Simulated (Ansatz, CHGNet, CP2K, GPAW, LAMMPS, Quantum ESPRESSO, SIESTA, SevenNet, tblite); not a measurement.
## Running amorphous Hg33S25Se8 (66 atoms) with CP2K

How do the settings of CP2K change the result for amorphous Hg33S25Se8 (66 atoms)? A plane-wave run serves as the yardstick.

Program: CP2K 2026.2. Level of theory: the method is named at each step. Results are calculated unless marked as measured.

## Step 1: Starting point

The cell holds 66 atoms: 33 Hg, 25 S and 8 Se. Cell: a = 12.034 Å, b = 12.034 Å, c = 12.034 Å, α = 90.0°, β = 90.0°, γ = 90.0°. 66 atoms (33 Hg, 25 S, 8 Se) placed at random at 7.67 g/cm³, melted at 2500 K for 10 ps at fixed volume with the Stillinger-Weber II-VI potential (Zhou et al., Phys. Rev. B 88, 085309 (2013)). Quenched from 2500 K to 500 K at 10 K/ps and fixed volume, held 5 ps, then minimised at fixed cell.

The yardstick, on the same geometry:

* method: Kohn-Sham DFT, PBE, SSSP efficiency 1.3.0 pseudopotentials, plane waves (Quantum ESPRESSO 7.5); sssp-pbe-1.3.0-efficiency, cutoffs 45/360 Ry, Γ point
* r.m.s. force component: 0.3776 eV/Å
* longest force: 1.337 eV/Å
* pressure: -1.074 GPa
* time: 6.6 min on 4 MPI ranks of Arm Neoverse V2, shared host
* CPU time: 27 min

## Step 2: PBE, DZVP-MOLOPT-SR, 600/50 Ry, diagonalisation

Method: Kohn-Sham DFT, PBE, GTH-PBE pseudopotentials, Gaussian and plane waves, DZVP-MOLOPT-SR-GTH, diagonalisation.

input.inp reads:

```
&GLOBAL
  PROJECT cell
  RUN_TYPE ENERGY_FORCE
  PRINT_LEVEL LOW
&END GLOBAL
&FORCE_EVAL
  METHOD QS
  STRESS_TENSOR ANALYTICAL
  &DFT
    BASIS_SET_FILE_NAME BASIS_MOLOPT
    POTENTIAL_FILE_NAME GTH_POTENTIALS
    &MGRID
      CUTOFF 600
      REL_CUTOFF 50
      NGRIDS 5
    &END MGRID
    &QS
      EPS_DEFAULT 1.0E-12
    &END QS
    &SCF
      SCF_GUESS ATOMIC
      EPS_SCF 1.0E-06
      MAX_SCF 200
      ADDED_MOS 14
      &DIAGONALIZATION
        ALGORITHM STANDARD
      &END DIAGONALIZATION
      &SMEAR ON
        METHOD FERMI_DIRAC
        ELECTRONIC_TEMPERATURE [K] 580
      &END SMEAR
      &MIXING
        METHOD BROYDEN_MIXING
        ALPHA 0.3
        NBROYDEN 8
      &END MIXING
      &PRINT
        &RESTART OFF
        &END RESTART
      &END PRINT
    &END SCF
    &XC
      &XC_FUNCTIONAL PBE
      &END XC_FUNCTIONAL
    &END XC
    &PRINT
      &MULLIKEN ON
      &END MULLIKEN
      &HIRSHFELD ON
        SHAPE_FUNCTION DENSITY
      &END HIRSHFELD
      &MO ON
        EIGENVALUES T
        OCCUPATION_NUMBERS T
        MO_INDEX_RANGE 286 309
        &EACH
          QS_SCF 0
        &END EACH
        ADD_LAST NUMERIC
      &END MO
    &END PRINT
  &END DFT
  &SUBSYS
    &CELL
      A 12.03400 0.00000 0.00000
      B 0.00000 12.03400 0.00000
      C 0.00000 0.00000 12.03400
    &END CELL
    &TOPOLOGY
      COORD_FILE_NAME structure.xyz
      COORD_FILE_FORMAT XYZ
    &END TOPOLOGY
    &KIND Hg
      BASIS_SET DZVP-MOLOPT-SR-GTH-q12
      POTENTIAL GTH-PBE-q12
    &END KIND
    &KIND S
      BASIS_SET DZVP-MOLOPT-SR-GTH-q6
      POTENTIAL GTH-PBE-q6
    &END KIND
    &KIND Se
      BASIS_SET DZVP-MOLOPT-SR-GTH-q6
      POTENTIAL GTH-PBE-q6
    &END KIND
  &END SUBSYS
  &PRINT
    &FORCES ON
    &END FORCES
    &STRESS_TENSOR ON
    &END STRESS_TENSOR
  &END PRINT
&END FORCE_EVAL
```

structure.xyz reads:

```xyz
66

Hg 2.01762 7.60332 9.98834
Hg 11.46299 5.88944 2.42485
Hg 8.91021 9.27364 4.96535
Hg 4.48483 0.70062 1.08005
Hg 7.45242 5.85996 3.95425
Hg 10.41410 6.98429 10.73385
Hg 10.05296 9.01780 1.72832
Hg 10.81050 2.78009 8.54426
Hg 3.90720 4.22466 2.71824
Hg 10.73072 0.32119 5.31036
Hg 7.62354 5.13599 8.07108
Hg 0.20554 10.36537 8.27783
Hg 5.85659 1.54432 10.09111
Hg 5.61037 9.65404 11.04420
Hg 5.39677 10.18907 7.11221
Hg 6.72881 6.67406 0.44995
Hg 0.68594 0.56680 10.81183
Hg 7.02954 1.15490 6.31027
Hg 4.11575 6.54265 6.15864
Hg 1.01760 9.11660 3.88337
Hg 0.30963 2.00920 1.82291
Hg 11.37357 6.64794 6.67129
Hg 9.24019 11.65637 11.37839
Hg 3.09623 0.47161 4.73345
Hg 7.23604 0.52011 2.90669
Hg 2.91271 1.37862 8.45437
Hg 3.27421 7.17130 1.21315
Hg 8.34991 9.17147 8.42958
Hg 1.20713 3.92032 5.77596
Hg 8.80311 3.39214 0.51686
Hg 4.15787 4.50264 9.44801
Hg 5.07486 9.42515 3.19996
Hg 1.84662 4.22165 12.01571
S 2.77588 1.90414 2.63268
S 8.82056 11.35865 6.88321
S 7.35951 1.20280 0.28978
S 9.09650 5.32529 5.97344
S 2.00125 10.28859 10.26982
S 11.30209 11.79765 0.97596
S 3.17457 7.72089 3.96292
S 5.28593 4.49097 4.95536
S 7.84160 2.73918 4.23922
S 0.61650 6.67225 0.10855
S 5.44442 11.49307 4.77690
S 9.43730 11.30739 3.30803
S 4.61083 11.36238 9.27629
S 3.30658 2.49633 6.18475
S 1.60762 5.15657 3.59383
S 4.46329 3.21741 11.85830
S 5.95659 3.12475 7.87649
S 10.96261 7.69105 4.28615
S 6.62568 4.35426 1.65937
S 1.06128 9.45355 1.24769
S 10.83132 2.89791 5.80857
S 3.98205 10.16680 0.96946
S 10.42626 3.52825 2.66673
[... 6 atom lines left out ...]
Se 1.92063 5.84540 7.73702
Se 7.40308 8.24052 2.65145
Se 9.37160 4.55415 10.09833
Se 8.39564 9.01960 11.35733
```

Launch:

```sh
OMP_NUM_THREADS=1 mpirun -np 4 cp2k.psmp -i input.inp > output.txt
```

Numbers of over 12 decimals in the logs are rounded to 6 here.

Log:

```text
CP2K| version string:                                       CP2K version 2026.2
 CP2K| Input file name                                                 input.inp
 GLOBAL| Basis set file name                                        BASIS_MOLOPT
 GLOBAL| Potential file name                                      GTH_POTENTIALS
 GLOBAL| Run type                                                   ENERGY_FORCE
 GLOBAL| Total number of message passing processes                             4
 GLOBAL| Number of threads for this process                                    1
 TOTAL NUMBERS AND MAXIMUM NUMBERS
  Total number of            - Atomic kinds:                                   3
                             - Atoms:                                         66
                             - Shell sets:                                    66
                             - Shells:                                       396
                             - Primitive Cartesian functions:                330
                             - Cartesian basis functions:                   1452
                             - Spherical basis functions:                   1254
  Maximum angular momentum of- Orbital basis functions:                        3
                             - Local part of the GTH pseudopotential:          0
                             - Non-local part of the GTH pseudopotential:      4
 SCF PARAMETERS         Density guess:                                    ATOMIC
                        max_scf:                                             200
                        eps_scf:                                        1.00E-06
                        added MOs                                        14    0
                        Mixing method:                            BROYDEN_MIXING
                                                charge density mixing in g-space
                        Smear method:                                FERMI_DIRAC
                        Electronic temperature [K]:                        580.0
                        Electronic temperature [a.u.]:                  1.84E-03
                        Accuracy threshold:                             1.00E-10
 Extrapolation method: initial_guess
 Number of electrons:                                                        594
 Number of occupied orbitals:                                                297
 Number of molecular orbitals:                                               311
 Number of orbital functions:                                               1254
 Number of independent orbital functions:                                   1254
 SCF WAVEFUNCTION OPTIMIZATION
  Step     Update method      Time    Convergence         Total energy    Change
     1 NoMix/Diag. 0.30E+00    2.8     1.25096962     -1690.3294143087 -1.69E+03
     2 Broy./Diag. 0.30E+00    3.6     0.59704394     -1692.2940090447 -1.96E+00
     3 Broy./Diag. 0.30E+00    3.6     0.51676417     -1690.6642886968  1.63E+00
     4 Broy./Diag. 0.30E+00    3.7     0.31249861     -1689.4277528341  1.24E+00
[...]
22 Broy./Diag. 0.30E+00    3.7     0.00000104     -1687.4535162008  6.00E-06
    23 Broy./Diag. 0.30E+00    3.7     0.00000087     -1687.4535087201  7.48E-06
  *** SCF run converged in    23 steps ***
  Electronic density on regular grids:       -594.0000000000        0.0000000000
  Core density on regular grids:              593.9999999991       -0.0000000009
  Total charge density on r-space grids:       -0.0000000009
  Total charge density g-space grids:          -0.0000000009
  Overlap energy of the core charge distribution:               8.32561e-09
  Self energy of the core charge distribution:              -3115.569166
  Core Hamiltonian energy:                                    893.517140
  Hartree energy:                                             802.746581
  Exchange-correlation energy:                               -268.141034
  Electronic entropic energy:                                  -0.00703069
  Fermi energy:                                                 0.157384
  Total energy:                                             -1687.453509
  Total energy (extrapolated to T->0):                      -1687.449993
 MO| EIGENVALUES AND OCCUPATION NUMBERS
 MO|
 MO|  Index      Eigenvalue [a.u.]        Eigenvalue [eV]             Occupation
 MO|    286               0.127808               3.477833               2.000000
 MO|    287               0.128891               3.507299               2.000000
 MO|    288               0.131040               3.565776               1.999999
[...]
MO|    308               0.197118               5.363841               0.000000
 MO|    309               0.198340               5.397093               0.000000
 MO| Sum:                                                             594.000000
 MO| E(Fermi):            0.157384 a.u.          4.282630 eV
 !-----------------------------------------------------------------------------!
                     Mulliken Population Analysis
 #  Atom  Element  Kind  Atomic population                           Net charge
       1     Hg       1         11.984927                              0.015073
       2     Hg       1         12.077158                             -0.077158
       3     Hg       1         11.893557                              0.106443
[...]
65     Se       3          6.116865                             -0.116865
      66     Se       3          6.095168                             -0.095168
 # Total charge                            594.000000                  0.000000
 !-----------------------------------------------------------------------------!
 !-----------------------------------------------------------------------------!
                           Hirshfeld Charges
  #Atom  Element  Kind  Ref Charge     Population                    Net charge
      1       Hg     1      12.000         11.778                         0.222
      2       Hg     1      12.000         11.772                         0.228
      3       Hg     1      12.000         11.789                         0.211
[...]
65       Se     3       6.000          6.213                        -0.213
     66       Se     3       6.000          6.212                        -0.212
  Total Charge                                                            0.000
 !-----------------------------------------------------------------------------!
 ENERGY| Total FORCE_EVAL ( QS ) energy [hartree]          -1687.453504
 FORCES| Atomic forces [hartree/bohr]
 FORCES|   Atom     x               y               z               |f|
 FORCES|      1 -5.96112138E-03  1.05790344E-02 -5.73667268E-03   1.34298306E-02
 FORCES|      2 -3.96022660E-03 -6.03518262E-03  1.86442359E-03   7.45539397E-03
 FORCES|      3 -2.06979993E-03  8.23211009E-03  4.17319213E-03   9.45871243E-03
[...]
FORCES|     65 -5.32333020E-03  3.27092427E-03  6.68611931E-03   9.15100985E-03
 FORCES|     66 -5.54091156E-03 -3.53007198E-03 -1.24221396E-02   1.40524967E-02
 FORCES| Sum     1.11383897E-05  2.83017206E-06 -2.48741966E-05
 FORCES| Total atomic force                                       2.74007163E-05
 STRESS| Analytical stress tensor [bar]
 STRESS|                        x                   y                   z
 STRESS|      x        2.08616474889E+03   3.50749564640E+03   1.90963636006E+03
 STRESS|      y        3.50749564640E+03  -2.79085315427E+03   2.71556549385E+03
 STRESS|      z        1.90963636006E+03   2.71556549385E+03   3.64331728406E+01
 STRESS| 1/3 Trace                                            -2.22751744181E+02
```

Elapsed: 99 s, on 4 MPI ranks of Arm Neoverse V2, shared host; peak memory 6.2 GiB; 6.6 min of CPU time.

Banners, paths, timers and routine set-up lines are dropped from the logs unmarked, and long logs keep their key lines alone; longer cuts are marked.

Against the reference:

* r.m.s. force component: 0.3819 eV/Å
* r.m.s. difference of force components: 28.36 meV/Å
* longest difference of force vectors: 105.6 meV/Å
* force difference over r.m.s. force: 7.512 %
* slope of forces against the reference's: 1.009
* correlation of force components: 0.9973
* pressure: -0.0223 GPa
* pressure difference: 1.052 GPa

Length of the force difference by element (eV/Å):

```
element  atoms   mean   most
     Hg     33  0.053   0.11
      S     25  0.035  0.073
     Se      8  0.040  0.054
```

The surroundings of S52, which bears the longest force, nearest first, numbered as they follow in the input and with coordinates relative to it.

```csv
atom,x,y,z,distance (Å),bonds,Hirshfeld charge (e),Fx,Fy,Fz (eV/Å)
S52,0.00,0.00,0.00,0.00,4,-0.21,0.13,1.27,0.40
Hg16,0.10,2.32,-1.21,2.62,4,0.20,-0.16,-0.46,0.12
Hg30,2.18,-0.96,-1.14,2.64,4,0.21,0.33,0.15,0.32
Hg5,0.83,1.51,2.29,2.87,4,0.23,-0.26,-0.49,0.26
Hg9,-2.72,-0.13,1.06,2.92,4,0.25,0.58,0.43,0.44
S49,-2.16,-1.14,-1.84,3.06,4,-0.27,-0.67,0.10,-0.30
S42,1.22,-1.62,2.58,3.28,2,-0.19,-0.66,-0.90,0.28
S36,0.73,-3.15,-1.37,3.51,4,-0.23,0.14,-0.53,-0.53
S41,-1.34,0.14,3.30,3.56,3,-0.20,0.15,0.45,-0.27
```

Forces lie 7.5 % from the reference's, at 0.25 times its CPU time.

## Step 3: PBE, TZVP-MOLOPT (SR for Hg, Se), 600/50 Ry, diagonalisation

Method: Kohn-Sham DFT, PBE, GTH-PBE pseudopotentials, Gaussian and plane waves, TZVP-MOLOPT-GTH, diagonalisation.

input.inp: that of step 2 with these lines changed.

```diff
@@ -10,2 +10,3 @@
     BASIS_SET_FILE_NAME BASIS_MOLOPT
+    BASIS_SET_FILE_NAME BASIS_MOLOPT_UCL
     POTENTIAL_FILE_NAME GTH_POTENTIALS
@@ -68,8 +69,31 @@
     &END CELL
-    &TOPOLOGY
-      COORD_FILE_NAME structure.xyz
-      COORD_FILE_FORMAT XYZ
-    &END TOPOLOGY
+    &COORD
+      Hg 2.01762 7.60332 9.98834
+      Hg 11.46299 5.88944 2.42485
+      Hg 8.91021 9.27364 4.96535
+      Hg 4.48483 0.70062 1.08005
+      Hg 7.45242 5.85996 3.95425
+      Hg 10.41410 6.98429 10.73385
+      Hg 10.05296 9.01780 1.72832
+      Hg 10.81050 2.78009 8.54426
+      Hg 3.90720 4.22466 2.71824
+      Hg 10.73072 0.32119 5.31036
+      Hg 7.62354 5.13599 8.07108
+      Hg 0.20554 10.36537 8.27783
+      Hg 5.85659 1.54432 10.09111
+      Hg 5.61037 9.65404 11.04420
+      Hg 5.39677 10.18907 7.11221
+      Hg 6.72881 6.67406 0.44995
+      Hg 0.68594 0.56680 10.81183
+      Hg 7.02954 1.15490 6.31027
+      Hg 4.11575 6.54265 6.15864
+      Hg 1.01760 9.11660 3.88337
+[... 42 atom lines left out ...]
+      Se 1.92063 5.84540 7.73702
+      Se 7.40308 8.24052 2.65145
+      Se 9.37160 4.55415 10.09833
+      Se 8.39564 9.01960 11.35733
+    &END COORD
     &KIND Hg
-      BASIS_SET DZVP-MOLOPT-SR-GTH-q12
+      BASIS_SET TZVP-MOLOPT-SR-GTH-q12
       POTENTIAL GTH-PBE-q12
@@ -77,3 +101,3 @@
     &KIND S
-      BASIS_SET DZVP-MOLOPT-SR-GTH-q6
+      BASIS_SET TZVP-MOLOPT-GTH-q6
       POTENTIAL GTH-PBE-q6
@@ -81,3 +105,3 @@
     &KIND Se
-      BASIS_SET DZVP-MOLOPT-SR-GTH-q6
+      BASIS_SET TZVP-MOLOPT-SR-GTH-q6
       POTENTIAL GTH-PBE-q6
```

Launch:

```sh
OMP_NUM_THREADS=2 cp2k.psmp -i input.inp > output.txt
```

Log:

```text
CP2K| version string:                                       CP2K version 2026.2
 CP2K| Input file name                                                 input.inp
 GLOBAL| Basis set file name                                        BASIS_MOLOPT
 GLOBAL| Potential file name                                      GTH_POTENTIALS
 GLOBAL| Run type                                                   ENERGY_FORCE
 GLOBAL| Total number of message passing processes                             1
 GLOBAL| Number of threads for this process                                    2
[... lines left out ...]
                        Smear method:                                FERMI_DIRAC
[... lines left out ...]
 Number of electrons:                                                        594
[... lines left out ...]
  Step     Update method      Time    Convergence         Total energy    Change
[... lines left out ...]
  *** SCF run converged in    23 steps ***
[... lines left out ...]
  Fermi energy:                                                 0.155726
  Total energy:                                             -1687.617287
  Total energy (extrapolated to T->0):                      -1687.613703
[... lines left out ...]
 MO| E(Fermi):            0.155726 a.u.          4.237523 eV
[... lines left out ...]
     66       Se     3       6.000          6.207                        -0.207
  Total Charge                                                            0.000
 !-----------------------------------------------------------------------------!
 ENERGY| Total FORCE_EVAL ( QS ) energy [hartree]          -1687.617292
 FORCES| Atomic forces [hartree/bohr]
 FORCES|   Atom     x               y               z               |f|
 FORCES|      1 -6.01885405E-03  1.02159191E-02 -5.53113211E-03   1.30837697E-02
 FORCES|      2 -3.37861226E-03 -6.02367175E-03  1.96813421E-03   7.18144794E-03
 FORCES|      3 -2.02646173E-03  8.01640637E-03  3.93073698E-03   9.15532695E-03
[...]
FORCES|     65 -5.28760244E-03  3.08626015E-03  6.63422646E-03   9.02755239E-03
 FORCES|     66 -5.43246109E-03 -3.68323584E-03 -1.19875997E-02   1.36667628E-02
 FORCES| Sum     1.32923750E-05 -2.41950604E-06 -2.28971591E-05
 FORCES| Total atomic force                                       2.65861080E-05
 STRESS| Analytical stress tensor [bar]
 STRESS|                        x                   y                   z
 STRESS|      x        2.17608294273E+03   3.39117907160E+03   2.03882435194E+03
 STRESS|      y        3.39117907160E+03  -2.43153349860E+03   2.76060435643E+03
 STRESS|      z        2.03882435194E+03   2.76060435643E+03   3.81786444660E+02
 STRESS| 1/3 Trace                                             4.21119629307E+01
```

The job ended after 4.3 min (2 threads; peak memory 4.2 GiB; 7.8 min of CPU time).

Against the reference:

```yaml
r_m_s_force_component: 0.3736 eV/Å
r_m_s_difference_of_force_components: 25.51 meV/Å
longest_difference_of_force_vectors: 104 meV/Å
force_difference_over_r_m_s_force: 6.755 %
slope_of_forces_against_the_reference_s: 0.9873
correlation_of_force_components: 0.9978
pressure: 0.0042 GPa
pressure_difference: 1.078 GPa
```

Against the first run (7.5 %), the force difference from the reference is 6.8 %, at 1.2 times the CPU time (on 2 against 4 cores), with 1683 basis functions against 1254: the larger basis brings the forces nearer.

[end of part 1 of 2]

[Also dropped from logs without a mark: logging warnings of Python, and SIESTA's first energy breakdown and zero terms.]

[Logs are printed without paths, hosts, clocks, repeated set-up lines and the standing remarks that a program may print on its own settings, such as how far it seeks lower states.]

[Hosts, paths, dates, database ids (printed as entryN), source tags and the programs' standing remarks are cut or masked in the printed files.]
